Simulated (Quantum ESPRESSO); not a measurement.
## Ge (diamond): bulk modulus from a few volumes

How stiff is diamond Ge under hydrostatic load? Each row scales the relaxed cell evenly and relaxes the atoms. The phase is followed to these pressures whether or not it stays the stable one.

Calculated with Quantum ESPRESSO 7.5, LDA, GBRV 1.5 ultrasoft potentials, cutoff 680 eV, Fermi–Dirac smearing 0.02 eV, k-mesh 9×9×9, no spin polarisation, no spin-orbit coupling.

Reference cell, relaxed at zero pressure with LDA (Fd-3m): a = 3.9731 Å, b = 3.9731 Å, c = 3.9731 Å, α = 60.00°, β = 60.00°, γ = 60.00°.

```
atom       x       y       z
  Ge  0.5000  0.5000  0.5000
  Ge  0.7500  0.7500  0.7500
```

| V (Å³/atom) | V/V0 | P (GPa) | E − E0 (meV/atom) |
| --- | --- | --- | --- |
| 20.8428 | 0.9400 | 5.157 | 20.9 |
| 21.2862 | 0.9600 | 3.222 | 9.1 |
| 21.7297 | 0.9800 | 1.485 | 2.3 |
| 22.6166 | 1.0200 | −1.398 | 1.6 |
| 23.0601 | 1.0400 | −2.588 | 6.8 |

V0 = 22.1731 Å³ an atom, where the residual pressure P0 is −0.047 GPa. **Question.** Fit the Birch–Murnaghan law and give the pressure and the energy at V = 23.5035 Å³ an atom, a row left out above.

With the Eulerian strain f = ½[(V0/V)^(2/3) − 1] and F = (P − P0)/[3f(1 + 2f)^(5/2)], the third-order law is the line F = B0 + (3/2) B0 (B′ − 4) f.

```csv
f,F (GPa)
0.02106,74.32
0.01379,73.80
0.00678,72.84
−0.00656,70.97
−0.01291,70.07
```

A straight line through the 5 rows: the means are 0.004432 for f and 72.4 for F, Σ(Δx)² = 0.0007911 and ΣΔxΔy = 0.1022, so the slope is 0.1022/0.0007911 = 129.16 and the intercept 72.4 − (129.16)(0.004432) = 71.828.

Hence B0 = 71.8 GPa and B′ = 4 + (129.2)/(1.5 × 71.8) = 5.20. For the withheld volume f = −0.01905, F = 69.37 GPa and P = −3.64 GPa, an extrapolation past the fitted rows. The run itself gives −3.62 GPa, so the estimate misses by 0.02 GPa; the fitted rows themselves lie up to 0.02 GPa off the law.

Integrating the same law gives E − E0 = (9/2) B0 V0 f²[1 + (B′ − 4) f] + P0(V0 − V), with 1 GPa Å³ = 6.2415 meV: 16.3 meV an atom. The run itself gives 15.1 meV, so the estimate misses by 1.2 meV; the fitted rows themselves lie up to 1.0 meV off the law.

Measured volume: 22.639 Å³ an atom (doi:10.1107/S0021889875010965, 298.15 K), so V0 is −2.1 % off. A stiffness follows the volume as d ln B/d ln V = −B′, which moves B0 by about −10 % when it is taken at the measured volume.

The calculation is for a static lattice, while measurements hold thermal and zero-point motion.

[Logs are printed without paths, hosts, clocks, repeated set-up lines and the standing remarks that a program may print on its own settings, such as how far it seeks lower states.]
